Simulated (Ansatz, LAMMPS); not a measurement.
# Forces and charges in amorphous 43Bi2O3-57BaO (mol %) (99 atoms)

What does DFT give for amorphous 43Bi2O3-57BaO (mol %) (99 atoms) as built?

Main program and level: Ansatz 0.2.0; Kohn-Sham DFT, LDA, PAW (set soft_2), plane waves.

## (1) The structure

The cell holds 99 atoms: 26 Bi, 17 Ba and 56 O. Cell: a = 11.754 Å, b = 11.754 Å, c = 11.754 Å, α = 90.0°, β = 90.0°, γ = 90.0°. 99 atoms (26 Gd, 17 Ba, 56 O) placed at random at 7.94 g/cm³, melted at 5000 K for 10 ps at fixed volume with the Morse and Coulomb pair potential with partial charges (Pedone, Malavasi, Menziani, Cormack and Segre, J. Phys. Chem. B 110, 11780 (2006)). Quenched from 5000 K to 300 K at 50 K/ps and fixed volume, held 5 ps, then minimised at fixed cell. Then Gd was replaced by Bi and the cell scaled by 1.02 (the potential has no terms for the new elements, so the cell is a start for a DFT relaxation).

Limits known from the start: The quench rate of 50 K/ps is many orders above laboratory rates, so the cell is likely richer in defects and strain than a real sample. The network of bonds at the start is that of the classical potential that made the cell, and needn't be the one that DFT or experiment would give. Sampling is at Γ alone, for a cell whose shortest periodic width is 12 Å. The levels lack spin–orbit coupling, which is large for the heavy elements here.

## (2) The classical run that made the cell

A classical potential makes the cell, at a small fraction of what the same run would cost in DFT.

This step: classical MD, Morse and Coulomb pair potential with partial charges (Pedone, Malavasi, Menziani, Cormack and Segre, J. Phys. Chem. B 110, 11780 (2006)) (LAMMPS 22 Jul 2025 - Update 4).

The input, in.lmp:

```
# melt-quench of Gd26Ba17O56
units metal
atom_style charge
boundary p p p
region box block 0 11.5232 0 11.5232 0 11.5232
create_box 3 box
mass 1 157.2500   # Gd
mass 2 137.3270   # Ba
mass 3 15.9990   # O
create_atoms 1 random 26 644952 NULL overlap 1.5 maxtry 2000
create_atoms 2 random 17 644959 NULL overlap 1.5 maxtry 2000
create_atoms 3 random 56 644966 NULL overlap 1.5 maxtry 2000
pair_style hybrid/overlay pedone 5.5 coul/long 8.0
pair_coeff * * coul/long
pair_coeff 1 3 pedone 0.000132 2.013000 4.351589 3   # Gd-O
pair_coeff 2 3 pedone 0.065011 1.547596 3.393410 5   # Ba-O
pair_coeff 3 3 pedone 0.042395 1.379316 3.618701 22   # O-O
set type 1 charge 1.8
set type 2 charge 1.2
set type 3 charge -1.2
kspace_style pppm 1.0e-4
neigh_modify delay 0 every 1 check yes
thermo_style custom step time temp pe press density
thermo_modify norm yes
timestep 0.002
thermo 100
min_style cg
minimize 1e-4 1e-4 200 2000
reset_timestep 0
velocity all create 5000 644953 mom yes dist gaussian
fix lim all nve/limit 0.05
fix lan all langevin 5000 5000 0.2 644954 zero yes
thermo 500
run 1000 post no
# [... 10 lines left out ...]
thermo 1250
fix md all nvt temp 300 300 0.2
run 2500 post no
unfix md
thermo 100
min_style cg
minimize 0 1e-3 2000 20000
write_dump all custom glass.dump id type xs ys zs modify sort id
```

Run with:

```console
$ lmp -in in.lmp -log none -nocite
```

The program printed:

```text
LAMMPS (22 Jul 2025 - Update 4)
Created orthogonal box = (0 0 0) to (11.5232 11.5232 11.5232)
Created 26 atoms
Created 17 atoms
Created 56 atoms
PPPM initialization ...
  G vector (1/distance) = 0.37729408
  grid = 12 12 12
  estimated relative force accuracy = 5.3757552e-05
   Step          Time           Temp          PotEng         Press         Density
         0   0              0              3.672447       1150932.4      7.9429474
        95   0.19           0             -8.6296692      117056.52      7.9429474
Loop time of 0.0569279 s on 1 MPI rank(s) for 95 steps with 99 atoms
Minimization stats:
  Stopping criterion = energy tolerance
  Energy initial, next-to-last, final =
      3.67244703173396  -8.62913782316509  -8.62966916766359
  Force two-norm initial, final = 292.80146 1.1841891
  Iterations, force evaluations = 95 122
   Step          Time           Temp          PotEng         Press         Density
         0   0              5000          -8.6296692      161270.59      7.9429474
       500   1              3064.9148     -8.2918817      189787.67      7.9429474
      1000   2              2562.5154     -8.2351615      190598.11      7.9429474
Loop time of 0.37836 s on 1 MPI rank(s) for 1000 steps with 99 atoms
   Step          Time           Temp          PotEng         Press         Density
[... 2 lines left out ...]
      2499   4.998          5247.2288     -8.0461268      216893.33      7.9429474
      3332   6.664          4647.7964     -7.905211       259469.62      7.9429474
      4165   8.33           4433.3102     -7.9792562      246526.96      7.9429474
      4998   9.996          4769.5124     -7.9306214      277610.13      7.9429474
      5831   11.662         5046.0578     -8.0137024      256399.15      7.9429474
[... 1 line left out ...]
Loop time of 2.00396 s on 1 MPI rank(s) for 5000 steps with 99 atoms
   Step          Time           Temp          PotEng         Press         Density
[... 12 lines left out ...]
Loop time of 17.9261 s on 1 MPI rank(s) for 47000 steps with 99 atoms
   Step          Time           Temp          PotEng         Press         Density
[... 2 lines left out ...]
     55000   110            280.23877     -8.7101582      89051.588      7.9429474
     55500   111            306.78619     -8.7037178      87789.384      7.9429474
Loop time of 0.847632 s on 1 MPI rank(s) for 2500 steps with 99 atoms
   Step          Time           Temp          PotEng         Press         Density
     55500   111            306.78619     -8.7037178      87789.384      7.9429474
     55516   111.032        306.78619     -8.7459428      83980.04       7.9429474
Loop time of 0.0270644 s on 1 MPI rank(s) for 16 steps with 99 atoms
Minimization stats:
  Stopping criterion = linesearch alpha is zero
  Energy initial, next-to-last, final =
     -8.70371781846421  -8.74594279776922  -8.74594279776922
  Force two-norm initial, final = 9.3999993 0.21341981
  Iterations, force evaluations = 16 62
```

Wall time 21 s (1 thread of Intel Xeon Platinum 8488C (Sapphire Rapids), shared host); peak memory 0.078 GiB.

## (3) Plane-wave single point

The electrons are solved once, with the atoms held.

The input, input.yaml:

```yaml
crystal:
  lattice:
    - [11.75366, 0.0, 0.0]
    - [0.0, 11.75366, 0.0]
    - [0.0, 0.0, 11.75366]
  atoms:
    - { symbol: Bi, position: [0.38069, 0.5394, 0.44758] }
    - { symbol: Bi, position: [0.54843, 0.03401, 0.44459] }
    - { symbol: Bi, position: [0.73216, 0.73071, 0.75702] }
    - { symbol: Bi, position: [0.38511, 0.78206, 0.26787] }
    - { symbol: Bi, position: [0.22505, 0.44092, 0.72731] }
    - { symbol: Bi, position: [0.90161, 0.00848, 0.90874] }
    - { symbol: Bi, position: [0.41948, 0.2807, 0.90749] }
    - { symbol: Bi, position: [0.22101, 0.21868, 0.26874] }
    - { symbol: Bi, position: [0.19548, 0.08459, 0.68427] }
    - { symbol: Bi, position: [0.72634, 0.2097, 0.95667] }
    - { symbol: Bi, position: [0.71498, 0.4982, 0.91324] }
    - { symbol: Bi, position: [0.05033, 0.87038, 0.18878] }
    - { symbol: Bi, position: [0.83483, 0.03168, 0.63514] }
    - { symbol: Bi, position: [0.53079, 0.62147, 0.09785] }
    - { symbol: Bi, position: [0.85369, 0.53302, 0.5297] }
    - { symbol: Bi, position: [0.87802, 0.823, 0.44321] }
    - { symbol: Bi, position: [0.91167, 0.30254, 0.73522] }
    - { symbol: Bi, position: [0.74098, 0.2582, 0.45884] }
    - { symbol: Bi, position: [0.77521, 0.05494, 0.18167] }
    - { symbol: Bi, position: [0.00586, 0.11426, 0.40752] }
    - { symbol: Bi, position: [0.59114, 0.38102, 0.66805] }
    - { symbol: Bi, position: [0.39145, 0.84592, 0.66127] }
    - { symbol: Bi, position: [0.3034, 0.42791, 0.10076] }
    - { symbol: Bi, position: [0.0734, 0.35089, 0.52062] }
    - { symbol: Bi, position: [0.50401, 0.15825, 0.18558] }
    - { symbol: Bi, position: [0.55756, 0.89181, 0.95126] }
    - { symbol: Ba, position: [0.54271, 0.07543, 0.76068] }
    - { symbol: Ba, position: [0.03732, 0.51196, 0.92529] }
    - { symbol: Ba, position: [0.59813, 0.42051, 0.26647] }
    - { symbol: Ba, position: [0.59497, 0.68754, 0.53149] }
    - { symbol: Ba, position: [0.38771, 0.25513, 0.50605] }
    - { symbol: Ba, position: [0.89888, 0.32098, 0.18278] }
    - { symbol: Ba, position: [0.42129, 0.60188, 0.83812] }
    - { symbol: Ba, position: [0.13093, 0.6728, 0.56395] }
    - { symbol: Ba, position: [0.9036, 0.57172, 0.24665] }
    - { symbol: Ba, position: [0.65245, 0.80422, 0.28538] }
    - { symbol: Ba, position: [0.22581, 0.93056, 0.4242] }
    - { symbol: Ba, position: [0.0278, 0.79642, 0.76534] }
    - { symbol: Ba, position: [0.15388, 0.57088, 0.26555] }
    - { symbol: Ba, position: [0.21164, 0.75529, 0.97423] }
    - { symbol: Ba, position: [0.82871, 0.76158, 0.04063] }
    - { symbol: Ba, position: [0.10918, 0.21148, 0.95809] }
    - { symbol: Ba, position: [0.29785, 0.00768, 0.03385] }
    - { symbol: O, position: [0.46933, 0.8569, 0.42878] }
    - { symbol: O, position: [0.61185, 0.31974, 0.85334] }
    - { symbol: O, position: [0.49697, 0.8152, 0.11515] }
    - { symbol: O, position: [0.06263, 0.29032, 0.34024] }
    - { symbol: O, position: [0.72991, 0.96639, 0.00517] }
    - { symbol: O, position: [0.23785, 0.85491, 0.18344] }
    - { symbol: O, position: [0.63037, 0.17562, 0.58934] }
    - { symbol: O, position: [0.28256, 0.69059, 0.39454] }
    - { symbol: O, position: [0.18745, 0.62367, 0.7924] }
    - { symbol: O, position: [0.97929, 0.96251, 0.52152] }
    - { symbol: O, position: [0.67735, 0.24074, 0.13298] }
    - { symbol: O, position: [0.09614, 0.05967, 0.24225] }
    - { symbol: O, position: [0.00408, 0.47195, 0.67492] }
    - { symbol: O, position: [0.33062, 0.23289, 0.09608] }
    - { symbol: O, position: [0.38881, 0.65547, 0.61941] }
    - { symbol: O, position: [0.79912, 0.41129, 0.37138] }
    - { symbol: O, position: [0.33277, 0.39586, 0.2927] }
    - { symbol: O, position: [0.11641, 0.27891, 0.72526] }
    - { symbol: O, position: [0.17615, 0.15756, 0.50016] }
    - { symbol: O, position: [0.20672, 0.88368, 0.65427] }
    - { symbol: O, position: [0.5057, 0.62548, 0.29264] }
    - { symbol: O, position: [0.85904, 0.3619, 0.92057] }
    - { symbol: O, position: [0.72078, 0.55403, 0.10712] }
    - { symbol: O, position: [0.40836, 0.35946, 0.72244] }
    - { symbol: O, position: [0.72211, 0.93509, 0.49856] }
    - { symbol: O, position: [0.56648, 0.22037, 0.36452] }
    - { symbol: O, position: [0.24276, 0.44057, 0.53786] }
    - { symbol: O, position: [0.03869, 0.77328, 0.35554] }
    - { symbol: O, position: [0.82255, 0.89502, 0.78069] }
    - { symbol: O, position: [0.5783, 0.8451, 0.72175] }
    - { symbol: O, position: [0.89714, 0.13868, 0.04631] }
    - { symbol: O, position: [0.80004, 0.14276, 0.79479] }
    - { symbol: O, position: [0.6353, 0.56103, 0.73864] }
    - { symbol: O, position: [0.85875, 0.88507, 0.23281] }
    - { symbol: O, position: [0.01747, 0.51954, 0.43632] }
    [... 15 atom lines left out ...]
    - { symbol: O, position: [0.86624, 0.71131, 0.61011] }
    - { symbol: O, position: [0.36046, 0.09176, 0.30276] }
    - { symbol: O, position: [0.38492, 0.85876, 0.86826] }
    - { symbol: O, position: [0.39889, 0.03468, 0.59143] }
    - { symbol: O, position: [0.83279, 0.13893, 0.33732] }
    - { symbol: O, position: [0.03143, 0.67421, 0.09798] }
kpoints:
  mp_grid: { grid: [1, 1, 1] }
hamiltonian:
  xc: lda
scf:
  occupations: { method: fermi_dirac, width: 0.05 }
output:
  forces: true
  stress: true
  populations: intrinsic
  dos:
    method: { smearing: { sigma: 0.15 } }
    de: 0.1
    projected: { site_lists: { Ba: [Ba], Bi: [Bi], O: [O] } }
  eigenvalues: true
  write_density: true
  write_potential: true
  volumetric_format: npy
```

Run with:

```console
$ ansatz run input.yaml --threads 8 --pin off --max-ram 15872MiB --backend cpu --events-out ev --progress --plain --runs-dir out
```

The program printed:

```text
Engine: ansatz 0.2.0, x86_64-unknown-linux-gnu
Pseudopotentials: kind: paw
Pseudopotential: Bi, paw, valence charge 15, recommended cutoff 420 eV (normal), Bi.paw.azcp
Pseudopotential: Ba, paw, valence charge 10, recommended cutoff 420 eV (normal), Ba.paw.azcp
Pseudopotential: O, paw, valence charge 6, recommended cutoff 420 eV (normal), O.paw.azcp
[... 3 lines on functional and potentials left out ...]
Crystal: 99 atoms, lattice volume = 1623.751 Å³
Basis set: ecut = 420 eV, 31559 PW (Γ)
Bands: 547, of which v1, the nominal top of the filled ones, is band 448 counted from 1 (447 counted from 0)
Symmetry: 1 space group operations
Space group: P1 (ITA 1), of the structure as read, at distance tolerance 1.2e-4 Å
k-points: 1
[... 10 lines on functional and potentials left out ...]
Initial density: superposition of atomic densities (neutral atoms: chi_scale 0, normalization atom), corrected by the library's trained network
Initial wavefunctions: pseudopotential atomic-orbital guess
Functional: x = slater, c = lda
SCF iter   1: F=—  HF=-443591.940015 eV  |F-HF|=—  |Δ(HF+E_count)|=         —  Δρ=1.52e-2  dr2=3.78e0  ethr=1.77e-3  ⟨swp⟩=6.0  Hψ=2452  notcnv=0  defer=59
preconditioner: auto → Resta (q_TF=auto, 2.471 Å⁻¹)  ε∞=3.8  [insulator: Δε(μ)=1.183 eV  Ē_g=16.452 eV  σ=0.050 eV  W_gap=1.00  n_scr=436 (ndim 8)  ℏωp=27.5 eV  f_vac=0.007  D(μ)=0.00/eV (n_scr^D=0)  ε∞_Penn≈3.8]
SCF iter   2: F=—  HF=-443591.191827 eV  |F-HF|=—  |Δ(HF+E_count)|=   7.48e-1  Δρ=4.81e-3  dr2=4.49e-1  ethr=4.21e-4  ⟨swp⟩=2.0  Hψ=742  notcnv=0  defer=79
SCF iter   3: F=—  HF=-443591.096245 eV  |F-HF|=—  |Δ(HF+E_count)|=   9.56e-2  Δρ=1.17e-3  dr2=2.39e-2  ethr=5.01e-5  ⟨swp⟩=2.0  Hψ=636  notcnv=0  defer=79
SCF iter   4: F=—  HF=-443591.089905 eV  |F-HF|=—  |Δ(HF+E_count)|=   6.34e-3  Δρ=2.38e-4  dr2=1.01e-3  ethr=2.67e-6  ⟨swp⟩=2.0  Hψ=664  notcnv=0  defer=79
SCF iter   5: F=—  HF=-443591.089777 eV  |F-HF|=—  |Δ(HF+E_count)|=   1.29e-4  Δρ=6.54e-5  dr2=8.71e-5  ethr=1.12e-7  ⟨swp⟩=2.0  Hψ=914  notcnv=0  defer=79
SCF iter   6: F=—  HF=-443591.089788 eV  |F-HF|=—  |Δ(HF+E_count)|=   1.15e-5  Δρ=1.90e-5  dr2=5.95e-6  ethr=9.72e-9  ⟨swp⟩=2.0  Hψ=995  notcnv=0  defer=79
SCF iter   7: F=—  HF=-443591.089787 eV  |F-HF|=—  |Δ(HF+E_count)|=   8.02e-7  Δρ=5.06e-6  dr2=4.49e-7  ethr=6.64e-10  ⟨swp⟩=2.0  Hψ=761  notcnv=0  defer=79
SCF iter   8: F=-443591.089787 eV  HF=-443591.089787 eV  |F-HF|=2.55e-8  |Δ(HF+E_count)|=   2.07e-8  Δρ=1.65e-6  dr2=4.18e-8  ethr=1.12e-11  ⟨swp⟩=17.0  Hψ=5334  notcnv=0
SCF 1 converged in 8 iterations: F = -443591.089787 eV  dr2 = 4.18e-8
  greatest PAW one-centre occupation: 0.993 electrons in one spin orbital (limit 2), on the Bi atom at site 20 (counted from 0), in its partial waves of l = 2
SCF converged after 8 iterations
Free energy (F): -443591.089787 eV
Harris-Foulkes:  -443591.089787 eV  (|F-HF|=2.55e-8)
Internal energy: -443591.089775 eV  (E = F + TS)
E sigma→0 (E₀):  -443591.089781 eV
Entropy (-TS):   -0.000013 eV (-0.000 meV/atom)
Fermi energy:    11.869062 eV
--- Per-component energies (eV) ---
  E_band       = -1472.155353
  E_kinetic    = 20553.062531
  E_local      = -62324.010416  (includes V_loc(G=0)·N_el)
  E_nonlocal   = 18600.948646
  E_hartree    = 21660.425374
  E_xc         = -10912.337193
  E_vxc        = -11418.059504  (∫ρ·V_xc dr)
  E_paw        = -363362.084897  (= ΣΔE_a)
  E_vpaw       = -10205.083416  (= ΣTr[D̂ρ^β])
  E_aug_tail   = 0.123446  (compensation charges beyond the density's cutoff)
  E_ewald      = -67817.320628
  E_core_change = 10.103363  (= ΣΔE_core)
  E_smearing   = -0.000013  (= −TS)
  E_closure    = -0.000000  (closes the sum)
  Σ components = -443591.089787   (vs F -443591.089787, Δ=0.00e0)
--- Forces (eV/Å), atoms counted from 1 ---
  atom   1  Bi    -0.08117496    -0.57080045     0.09363614
  atom   2  Bi     0.44917893    -0.58731382     0.64678617
  atom   3  Bi    -0.07083143     0.73760395     0.09885659
  atom   4  Bi    -0.15617584    -0.39188406     0.27456421
  atom   5  Bi     0.15359024    -1.11874614     0.29394776
  atom   6  Bi     0.03341372     0.29375813     0.42409437
  atom   7  Bi    -0.02700916     0.01419234    -0.10781226
  atom   8  Bi     0.62616303    -0.31799705    -0.58982122
  atom   9  Bi    -0.21320058     0.30928218     0.78550877
  atom  10  Bi    -0.89769751     0.05041515    -0.08305781
  atom  11  Bi     0.16051103     0.05892683     0.51267087
  atom  12  Bi    -0.23631038     0.55295009     0.23824272
  atom  13  Bi    -0.43301164    -0.27053405    -0.51125224
  atom  14  Bi    -0.21562108    -0.41373470    -0.41226964
[...]
atom  98  O      0.09532941     0.82581607    -0.07616338
  atom  99  O      0.02286835    -0.41680881    -0.17669603
  max |Σ_I F_I| component: 1.52e-4 eV/Å
--- Stress (GPa, compression-positive) ---
        3.674065      -1.589120      -0.105237
       -1.589120       3.309229       0.770789
       -0.105237       0.770789       3.360112
  P = ⅓ Tr σ = 3.4478 GPa (34.478 kbar)
--- Band table (eV) ---
  k-point 0: bands = ["-16.5156", "-16.4485", "-16.4291", "-16.2938", [... 531 levels ...], "16.4652", "16.5036", "16.5623", "16.5891", "16.6240", "16.6770", "16.7025", "16.7250", "16.7569", "16.7857", "16.8198", "16.8507"]
--- intrinsic populations: 99 sites ---
  site symbol       q [e]
     0     Bi     13.8571
     1     Bi     13.8101
     2     Bi     13.7933
[...]
98      O      7.5334
  spilling = 0.000000 (of n_electrons = 896.000000)
```

The job ended after 11 s (8 threads of Intel Xeon Platinum 8488C (Sapphire Rapids), shared host; peak memory 2.5 GiB).

Reading the cycles: dr2 is the Hartree energy of the density residual (eV), the measure of convergence; HF is the Harris–Foulkes estimate of the energy, which meets the free energy F at convergence.

The run gave:

| Property | Result |
| --- | --- |
| free energy | -443591.0898 eV |
| free energy per atom | -4480.7181 eV/atom |
| SCF cycles | 8 |
| pressure | 3.448 GPa |
| r.m.s. force component | 0.579 eV/Å |
| longest force | 2.656 eV/Å |
| Fermi energy | 11.87 eV |
| gap (highest filled to lowest empty level) | 1.248 eV |

Neighbours are counted within 2.85 Å (O-Bi), 3.52 Å (O-Ba).

Length of the force by element and coordination:

```
element  coordination  atoms  mean length of the force (eV/Å)  spread  least   most
     Ba           all     17                             1.04   0.592  0.312   2.66
     Ba             6      2                             1.83   0.826   1.00   2.66
     Ba             7      4                             1.03   0.478  0.559   1.78
     Ba             8      5                            0.878   0.395  0.479   1.49
     Ba             9      5                            0.908   0.532  0.312   1.70
     Ba            10      1                             1.00       0   1.00   1.00
     Bi           all     26                            0.688   0.225  0.112   1.17
     Bi             5      3                            0.771   0.105  0.672  0.917
     Bi             6     20                            0.695   0.203  0.272   1.17
     Bi             7      3                            0.557   0.356  0.112  0.982
      O           all     56                            0.961   0.420  0.102   1.97
      O             4      6                            0.972   0.287  0.663   1.39
      O             5     33                            0.958   0.434  0.102   1.97
      O             6     17                            0.962   0.430  0.337   1.76
```

Intrinsic-atomic-orbital charges by element and coordination:

```
element  coordination  atoms  mean charge (e)  spread  least    most
     Ba           all     17             1.76  0.0186   1.73    1.79
     Ba             6      2             1.75  0.0075   1.74    1.75
     Ba             7      4             1.76  0.0258   1.73    1.79
     Ba             8      5             1.76  0.0165   1.75    1.79
     Ba             9      5             1.77  0.0146   1.75    1.79
     Ba            10      1             1.77       0   1.77    1.77
     Bi           all     26             1.22  0.0424   1.14    1.28
     Bi             5      3             1.20  0.0491   1.16    1.27
     Bi             6     20             1.22  0.0422   1.14    1.28
     Bi             7      3             1.23  0.0309   1.19    1.27
      O           all     56            -1.10   0.130  -1.53  -0.875
      O             4      6           -0.981  0.0601  -1.06  -0.875
      O             5     33            -1.09   0.115  -1.39  -0.875
      O             6     17            -1.15   0.146  -1.53   -1.02
```

Density of states as counts of states in windows of 1 eV (from the Fermi level), total and the larger projections:

```
from (eV)  to (eV)  total   O p  Bi p
      -10       -9    5.6   0.8   0.1
       -9       -8    0.2   0.0   0.0
       -8       -7    0.0   0.0   0.0
       -7       -6   21.2  13.3   6.7
       -6       -5   51.8  35.0  13.4
       -5       -4   57.5  44.1   9.0
       -4       -3   92.7  82.6   3.6
       -3       -2   70.0  64.2   1.0
       -2       -1   32.9  24.9   1.2
       -1        0    9.9   7.0   0.4
        0        1    8.1   1.4   4.1
        1        2   35.5   6.2  15.8
        2        3   45.5   7.7  18.1
        3        4   53.2   8.7  19.2
```

Between -26 and -10 eV lie 520 more states.

The levels nearest the highest filled one (over half full), pooled over k-points and spins:

```
level less the highest filled one (eV)  occupation
                                -0.411           2
                                -0.316           2
                                -0.270           2
                                -0.217           2
                                -0.162           2
                                     0           2
                                  1.25           0
                                  1.31           0
                                  1.38           0
                                  1.57           0
                                  1.72           0
                                  1.80           0
```

(Part 1 of 2 ends here.)

[Logs are printed without paths, hosts, clocks, repeated set-up lines and the standing remarks that a program may print on its own settings, such as how far it seeks lower states.]

[Hosts, paths, dates, database ids (printed as entryN), source tags and the programs' standing remarks are cut or masked in the printed files.]
